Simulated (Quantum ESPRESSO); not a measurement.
## Easy axis of Cobalt with Quantum ESPRESSO

Wanted: the anisotropy energy of Cobalt and its cost.

Program: Quantum ESPRESSO 7.5. Level of theory: PBEsol; plane waves with PseudoDojo 0.4.1 SR PBEsol standard potentials, then spin–orbit coupling on the fully relativistic files of the same set. Results are calculated unless marked as measured.

This is a report of a sequence of runs, with most program output left out.

## Step 1: The starting structure

The structure is hexagonal, space group P6_3/mmc (No. 194). The conventional cell has a = 2.507 Å, b = 2.507 Å, c = 4.070 Å, α = 90.00°, β = 90.00°, γ = 120.00°. Nearest to Co lie 12 Co at 2.50 to 2.51 Å.

As a file:

```cif
data_structure
_symmetry_space_group_name_H-M 'P 1'
_symmetry_Int_Tables_number 1
_cell_length_a 2.5074
_cell_length_b 2.5074
_cell_length_c 4.0699
_cell_angle_alpha 90.000
_cell_angle_beta 90.000
_cell_angle_gamma 120.000
_cell_volume 22.16
loop_
_atom_site_label
_atom_site_type_symbol
_atom_site_fract_x
_atom_site_fract_y
_atom_site_fract_z
_atom_site_occupancy
Co1 Co 0.33333 0.66667 0.25000 1
Co2 Co 0.66667 0.33333 0.75000 1
```

The cell comes from the Crystallography Open Database.

## Step 2: Collinear run on scalar-relativistic files

The input, pw.in:

```
&CONTROL
  calculation = 'scf'
  prefix = 'pwscf'
  outdir = './tmp'
  pseudo_dir = './pseudo'
  disk_io = 'low'
/
&SYSTEM
  ibrav = 0
  celldm(1) = 8
  nat = 2
  ntyp = 1
  ecutwfc = 82
  nbnd = 26
  occupations = 'smearing'
  smearing = 'fd'
  degauss = 0.00734986
  nspin = 2
  starting_magnetization(1) = 0.1176
/
&ELECTRONS
  conv_thr = 4d-11
  electron_maxstep = 150
  mixing_beta = 0.3
/
ATOMIC_SPECIES
Co     58.9332 Co.upf
CELL_PARAMETERS alat
   0.5922874106108    0.0000000000000    0.0000000000000
  -0.2961437053054    0.5129359439191    0.0000000000000
   0.0000000000000    0.0000000000000    0.9613745443268
ATOMIC_POSITIONS crystal
Co      0.3333333333    0.6666666667    0.2500000000
Co      0.6666666667    0.3333333333    0.7500000000
K_POINTS automatic
12 12 12 0 0 0
```

Started as:

```sh
OMP_NUM_THREADS=1 mpirun -n 4 pw.x -nk 4 -in pw.in > pw.out
```

Run time: 50 s. Hardware: 4 MPI ranks of Arm Neoverse V2, shared host; peak memory 0.42 GiB; 3.3 min of CPU time.

Spin moment in the atom's sphere by atom:

```
atom  spin moment in the atom's sphere (μB)
 Co1                                   1.72
 Co2                                   1.72
```

Numbers from this step:

```
smearing term TS       : 0.06498 eV
magnetization          : 3.296 μB
absolute magnetization : 3.602 μB
final state            : ferromagnetic
```

## Step 3: One pass along [001] on 8×8×8

Each pass runs in a folder of its own that holds a copy of a collinear save from that input. The collinear spin density is turned to the axis, and its potential is diagonalised once with spin–orbit coupling on fully relativistic PseudoDojo files; the sums over occupied states, with the smearing term, are then compared.

The input, pass.in:

```
&CONTROL
  calculation = 'nscf'
  prefix = 'pwscf'
  outdir = './tmp'
  pseudo_dir = './pseudo_fr'
  disk_io = 'low'
/
&SYSTEM
  ibrav = 0
  celldm(1) = 8
  nat = 2
  ntyp = 1
  ecutwfc = 82
  nbnd = 48
  occupations = 'smearing'
  smearing = 'fd'
  degauss = 0.00734986
  noncolin = .true.
  lspinorb = .true.
  lforcet = .true.
  starting_magnetization(1) = 0.1176
  angle1(1) = 0
  angle2(1) = 0
/
&ELECTRONS
  conv_thr = 4d-11
  electron_maxstep = 150
  mixing_beta = 0.3
  startingpot = 'file'
  startingwfc = 'random'
  diago_thr_init = 1d-09
  diago_full_acc = .true.
/
ATOMIC_SPECIES
Co     58.9332 Co.upf
CELL_PARAMETERS alat
   0.5922874106108    0.0000000000000    0.0000000000000
  -0.2961437053054    0.5129359439191    0.0000000000000
   0.0000000000000    0.0000000000000    0.9613745443268
ATOMIC_POSITIONS crystal
Co      0.3333333333    0.6666666667    0.2500000000
Co      0.6666666667    0.3333333333    0.7500000000
K_POINTS automatic
8 8 8 0 0 0
```

Started as:

```sh
OMP_NUM_THREADS=1 mpirun -n 4 pw.x -nk 4 -in pass.in > pass.out
```

Wall time 25 s (4 MPI ranks); peak memory 0.38 GiB; 1.7 min of CPU time.

## Step 4: One pass along [100] on 8×8×8

Edit pass.in of step 3 so:

```diff
@@ -21,3 +21,3 @@
   starting_magnetization(1) = 0.1176
-  angle1(1) = 0
+  angle1(1) = 90
   angle2(1) = 0
```

Wall time 52 s (4 MPI ranks); peak memory 0.5 GiB.

## Step 5: One pass along [210] on 8×8×8

Edit pass.in of step 4 so:

```diff
@@ -22,3 +22,3 @@
   angle1(1) = 90
-  angle2(1) = 0
+  angle2(1) = 30
 /
```

Wall time 52 s (4 MPI ranks); peak memory 0.51 GiB.

## Step 6: One pass along [001] on 16×16×16

Edit pass.in of step 5 so:

```diff
@@ -21,4 +21,4 @@
   starting_magnetization(1) = 0.1176
-  angle1(1) = 90
-  angle2(1) = 30
+  angle1(1) = 0
+  angle2(1) = 0
 /
@@ -43,2 +43,2 @@
 K_POINTS automatic
-8 8 8 0 0 0
+16 16 16 0 0 0
```

It took 2.1 min on 4 MPI ranks; peak memory 0.97 GiB; 8.6 min of CPU time.

## Step 7: One pass along [100] on 16×16×16

Edit pass.in of step 6 so:

```diff
@@ -21,3 +21,3 @@
   starting_magnetization(1) = 0.1176
-  angle1(1) = 0
+  angle1(1) = 90
   angle2(1) = 0
```

Wall time 5.2 min (4 MPI ranks); peak memory 2 GiB; 21 min of CPU time.

## Step 8: One pass along [210] on 16×16×16

Edit pass.in of step 7 so:

```diff
@@ -22,3 +22,3 @@
   angle1(1) = 90
-  angle2(1) = 0
+  angle2(1) = 30
 /
```

Wall time 5.2 min (4 MPI ranks); peak memory 2 GiB.

## Step 9: The smearing term

The sum of energies times occupations is what pw.x prints as eband (for fewer than 100 k points). With Fermi–Dirac smearing the quantity to compare holds −TS as well, computed here from the energies and weights in the run's XML file (meV a cell, from the first axis, mesh 16×16×16):

```
 axis  plain sum      −TS  free energy
[001]     0.0000   0.0000       0.0000
[100]     0.0322  -0.0604      -0.0282
[210]     0.0322  -0.0604      -0.0282
```

## Step 10: The axes together

A pass yields neither state nor moment: for the force theorem these columns are the collinear run's. Anisotropy, by row:

```
          way      mesh   axis          state  energy less the first axis' (meV a primitive cell)  largest spin moment (μB)  CPU time (s)
force theorem     8x8x8  [001]  ferromagnetic                                                   0                     1.718         101.4
force theorem     8x8x8  [100]  ferromagnetic                                             0.02158                     1.718         207.1
force theorem     8x8x8  [210]  ferromagnetic                                             0.02158                     1.718           207
force theorem  16x16x16  [001]  ferromagnetic                                                   0                     1.718         513.4
force theorem  16x16x16  [100]  ferromagnetic                                            -0.02817                     1.718          1250
force theorem  16x16x16  [210]  ferromagnetic                                            -0.02817                     1.718          1249
```

## Step 11: Outcome

```
state                                         : ferromagnetic
largest spin moment                           : 1.72 μB
easy axis of those tried, on this mesh        : not resolved
energy along [100] less [001] (force theorem) : -0.0282 meV a primitive cell, -0.20 MJ/m³
```

In words: On 16×16×16, leaving out the smearing term would shift a difference by 0.060 meV, against 0.028 meV for the largest, and would turn a sign. Differences this small usually change with the mesh, so the easy axis is taken as not resolved. By the force theorem the difference for the second axis goes 0.022 meV on 8×8×8 and -0.028 meV on 16×16×16, so it has not settled with the mesh. Shape anisotropy is not included. The moments were started parallel in the primitive cell; if the crystal orders otherwise, its anisotropy is another. Energies are free energies at an electronic temperature of 1160 K, which lowers moments and differences where the moments are itinerant. The cutoff lies under the 96 Ry that these files are usually run at.

[Logs and program files are shortened in this print: banners, set-up blocks, solver, clock and traceback lines can be left out without a mark of their own.]

[Logs are printed without paths, hosts, clocks, repeated set-up lines and the standing remarks that a program may print on its own settings, such as how far it seeks lower states.]

[Hosts, paths, dates, database ids (printed as entryN), source tags and the programs' standing remarks are cut or masked in the printed files.]

[Where a cell is said to come from a database of computed structures, the database is the Materials Project.]
